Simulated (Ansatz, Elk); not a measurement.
## Bonding as seen by X-rays: Cs3Tl

Structure refinements treat a crystal as free atoms side by side. For a made-up structure of Cs3Tl (cell and positions from a PBE relaxation) the runs below show what the calculated density changes in F(hkl).

Program: Elk 11.2.3 (patched build). Level of theory: DFT, PBE, all-electron APW+lo, Dirac cores, scalar-relativistic bands, static density, no spin. Results are calculated unless marked as measured.

This account leaves out most program logs.

The structure was built from a prototype and need not be the compound's stable phase.

### Step 1. Starting point

Symmetry: I4/mmm, No. 139, tetragonal system. The conventional cell has a = 6.915 Å, b = 6.915 Å, c = 11.621 Å, α = 90.00°, β = 90.00°, γ = 90.00°. Tl has 12 Cs at 4.52 to 4.89 Å nearest. Nearest to Cs lie 8 Cs at 4.52 Å and 4 Tl at 4.89 Å. Cs has 4 Tl at 4.52 Å and 8 Cs at 4.52 to 4.89 Å nearest. Farther neighbours are not listed.

### Step 2. Ground state and structure factors

An all-electron density is needed, since X-rays see the cores too. Task 0 finds the density and task 195 Fourier-transforms it; tshift is off so that phases refer to the origin typed.

The input, elk.in:

```
tasks
  0
  195

xctype
  20

spinpol
  .false.

rgkmax
  7.0

gmaxvr
  14.0

lmaxo
  7

lmaxapw
  8

swidth
  0.002

tshift
  .false.

ramdisk
  .false.

hmaxvr
  5.5

maxscl
  120

epspot
  1e-06

sppath
  './'

avec
  -6.53328790245 6.53328790245 10.98034116031
  6.53328790245 -6.53328790245 10.98034116031
  6.53328790245 6.53328790245 -10.98034116031

atoms
  2
  'Tl.in'
  1
  -0.0000000000 0.0000000000 -0.0000000000   0.000000 0.000000 0.000000
  'Cs.in'
  3
  0.5000000000 0.5000000000 -0.0000000000   0.000000 0.000000 0.000000
  0.2500000000 0.7500000000 0.5000000000   0.000000 0.000000 0.000000
  0.7500000000 0.2500000000 0.5000000000   0.000000 0.000000 0.000000

ngridk
  5 5 5
```

On the command line:

```console
$ OMP_NUM_THREADS=4 elk
```

Run time: 67 s. Hardware: 4 threads of Arm Neoverse V1, shared host; peak memory 0.34 GiB; 2.2 min of CPU time.

SFACRHO.OUT:

```text

h k l indices transformed by vhmat matrix:
   1.000000000       0.000000000       0.000000000    
   0.000000000       1.000000000       0.000000000    
   0.000000000       0.000000000       1.000000000    

      h      k      l  multipl.   |H|            Re(F)            Im(F)           |F|

      0      0      0      1   0.0000000       246.00000      0.79841517E-16   246.00000    
      0     -1      0      8  0.55954002       26.429482      0.13008573E-13   26.429482    
     -1     -1      1      2  0.57222132       26.350968     -0.61617713E-13   26.350968    
      1     -1      0      4  0.68003783       26.170641     -0.26406180E-15   26.170641    
      2      0     -1      8  0.88875682       219.30838      0.27594693E-13   219.30838    
      1     -1      1      4  0.96171872       216.25705     -0.13631973E-13   216.25705    
      1      2     -1      8  0.98384933       25.473063      0.13008573E-13   25.473063    
      0     -1     -1     16   1.1126491       25.251361      0.13008573E-13   25.251361    
      0      2      0      8   1.1190800       25.227665      0.49867372E-13   25.227665    
     -2     -2      2      2   1.1444426       208.40716     -0.30634995E-15   208.40716    
     -3     -1      2      8   1.3312402       24.791156     -0.35208823E-13   24.791156    
      0      0     -2      4   1.3600757       199.22083      0.27762546E-13   199.22083    
     -2     -1      0     16   1.3758134       24.697657     -0.13008573E-13   24.697657    
     -1      2     -2      8   1.4706770       24.473187     -0.13008573E-13   24.473187    
     -1     -1      3      8   1.4755484       24.491397      0.37540087E-14   24.491397    
      3      1     -3      8   1.4948752       193.61953      0.84753526E-13   193.61953    
      3      2     -2      8   1.5092079       24.396912      0.26017146E-13   24.396912    
      2     -2     -1      8   1.5206108       24.382216     -0.83140316E-14   24.382216
```

Elk indexes on the primitive cell of elk.in and gives |H| = 4π sin θ/λ in inverse bohr. Below, one row stands for each form hkl of the conventional cell (m members, Friedel mates merged), F is for one primitive cell and the density is static (no thermal factor). Free-atom factors are Waasmaier and Kirfel's, and R is Σm||F|−|F'||/Σm|F|.

| hkl | m | sin θ/λ (Å⁻¹) | abs F, DFT | neutral atoms | diff. |
| --- | --- | --- | --- | --- | --- |
| 101 | 8 | 0.084 | 26.430 | 26.285 | +0.145 |
| 002 | 2 | 0.086 | 26.351 | 26.276 | +0.075 |
| 110 | 4 | 0.102 | 26.171 | 26.157 | +0.013 |
| 112 | 8 | 0.134 | 219.308 | 219.423 | -0.115 |
| 200 | 4 | 0.145 | 216.257 | 216.331 | -0.074 |
| 103 | 8 | 0.148 | 25.473 | 25.639 | -0.166 |
| 211 | 16 | 0.167 | 25.251 | 25.393 | -0.141 |
| 202 | 8 | 0.168 | 25.228 | 25.380 | -0.152 |
| 004 | 2 | 0.172 | 208.407 | 208.467 | -0.060 |
| 114 | 8 | 0.200 | 24.791 | 24.941 | -0.150 |
| 220 | 4 | 0.204 | 199.221 | 199.230 | -0.009 |
| 213 | 16 | 0.207 | 24.698 | 24.840 | -0.142 |
| 301 | 8 | 0.221 | 24.473 | 24.614 | -0.141 |
| 222 | 8 | 0.222 | 24.491 | 24.602 | -0.111 |

### Step 3. The highest occupied states alone

An energy window below the Fermi level keeps the highest occupied states, to see at which angles they scatter; shallow core shells can lie inside it and anion s states outside. No new self-consistency is needed.

elk.in, as its differences from that of step 2:

```diff
@@ -1,3 +1,2 @@
 tasks
-  0
   195
@@ -40,2 +39,5 @@
 
+wsfac
+  -0.447030 0.404210
+
 sppath
```

On the command line:

```console
$ OMP_NUM_THREADS=4 elk
```

The job ended after 36 s (4 threads; peak memory 0.24 GiB).

States within 15 eV below the Fermi level hold 34.00 electrons; any levels below the window count with the cores. Their amplitudes can exceed the total, where window and core parts have opposite phase:

| hkl | sin θ/λ (Å⁻¹) | abs F, window | abs F, all |
| --- | --- | --- | --- |
| 101 | 0.084 | 6.199 | 26.430 |
| 002 | 0.086 | 6.113 | 26.351 |
| 110 | 0.102 | 5.845 | 26.171 |
| 112 | 0.134 | 17.248 | 219.308 |
| 200 | 0.145 | 15.750 | 216.257 |
| 103 | 0.148 | 4.900 | 25.473 |
| 211 | 0.167 | 4.587 | 25.251 |
| 202 | 0.168 | 4.558 | 25.228 |
| 004 | 0.172 | 12.132 | 208.407 |
| 114 | 0.200 | 4.004 | 24.791 |

### Step 4. Another functional

The difference from free atoms is small, so it is set against the change that LDA (Perdew-Wang) makes.

elk.in, as its differences from that of step 3:

```diff
@@ -1,2 +1,3 @@
 tasks
+  0
   195
@@ -4,3 +5,3 @@
 xctype
-  20
+  3
 
@@ -39,5 +40,2 @@
 
-wsfac
-  -0.447030 0.404210
-
 sppath
```

On the command line:

```console
$ OMP_NUM_THREADS=4 elk
```

Run time: 41 s. Hardware: 4 threads; peak memory 0.28 GiB; 86 s of CPU time.

Against the first run R = 0.03 %; the largest change is -0.033 at 3 1 10.

### Step 5. Basis size

A smaller basis shows how fast F responds to it; the change is likely larger than the basis error of the first run, but doesn't show convergence.

elk.in, as its differences from that of step 4:

```diff
@@ -5,3 +5,3 @@
 xctype
-  3
+  20
 
@@ -11,3 +11,3 @@
 rgkmax
-  7.0
+  5.5
```

On the command line:

```console
$ OMP_NUM_THREADS=4 elk
```

Elapsed: 58 s, on 4 threads; peak memory 0.32 GiB; 1.7 min of CPU time.

Against the first run R = 0.03 %; the largest change is +0.086 at 332.

### Step 6. Basis size

The basis and the expansions that go with it are enlarged, to see whether the differences are converged.

elk.in, as its differences from that of step 5:

```diff
@@ -11,12 +11,12 @@
 rgkmax
-  5.5
+  8.5
 
 gmaxvr
-  14.0
+  18.0
 
 lmaxo
-  7
+  9
 
 lmaxapw
-  8
+  10
```

On the command line:

```console
$ OMP_NUM_THREADS=4 elk
```

Run time: 2.8 min. Hardware: 4 threads; peak memory 0.78 GiB; 5.7 min of CPU time.

Against the first run R = 0.01 %; the largest change is -0.013 at 208.

### Step 7. Settings against the effect

| run | R against the first run (%) | R against neutral atoms, low angle (%) | wall time |
| --- | --- | --- | --- |
| PBE, rgkmax 7 | 0.00 | 0.13 | 67 s |
| LDA (Perdew-Wang) | 0.03 | 0.14 | 41 s |
| rgkmax 5.5 | 0.03 | 0.13 | 58 s |
| rgkmax 8.5 with larger expansions | 0.01 | 0.13 | 2.8 min |

### Step 8. Summary of results

```json
{
 "R against neutral atoms, sin θ/λ < 0.3 Å⁻¹": "0.13 %",
 "R against neutral atoms, 0.3 to 0.56 Å⁻¹": "0.05 %"
}
```

Independent neutral atoms miss the calculated amplitudes by R = 0.13 % below 0.3 Å⁻¹ and 0.05 % from there to 0.56 Å⁻¹; by shells, 0.12 % below 0.15 Å⁻¹ (6 forms), 0.14 % 0.15 to 0.3 (22 forms), 0.05 % 0.3 to 0.45 (54 forms), 0.06 % above 0.45 (67 forms). Bonding, aspherical density and the tables' own atoms all enter these figures, and the runs don't part them. The largest change of an amplitude is -0.17 electrons, at 103. The window's part falls from 34.0 electrons at the origin to at most 0.40 between 0.45 and 0.56 Å⁻¹. The window holds more than the 6 outer electrons of the free atoms, so shallow core shells lie inside it. Below 0.3 Å⁻¹ the changes that finished (LDA (Perdew-Wang), rgkmax 5.5 and rgkmax 8.5 with larger expansions) move F by R = 0.04 % at most, against the 0.13 % that separates it from free atoms. A single amplitude moves by up to 0.09 electrons, against 0.17 for the largest difference from free atoms. The k-mesh has no finished test. Spin-orbit coupling is left out, which can matter for elements this heavy. Part of the difference isn't bonding: the tables are fits to free atoms and ions calculated by other methods than this functional. Thermal motion, anomalous dispersion and extinction are left out.

[Logs are printed without paths, hosts, clocks, repeated set-up lines and the standing remarks that a program may print on its own settings, such as how far it seeks lower states.]

[Hosts, paths, dates, database ids (printed as entryN), source tags and the programs' standing remarks are cut or masked in the printed files.]
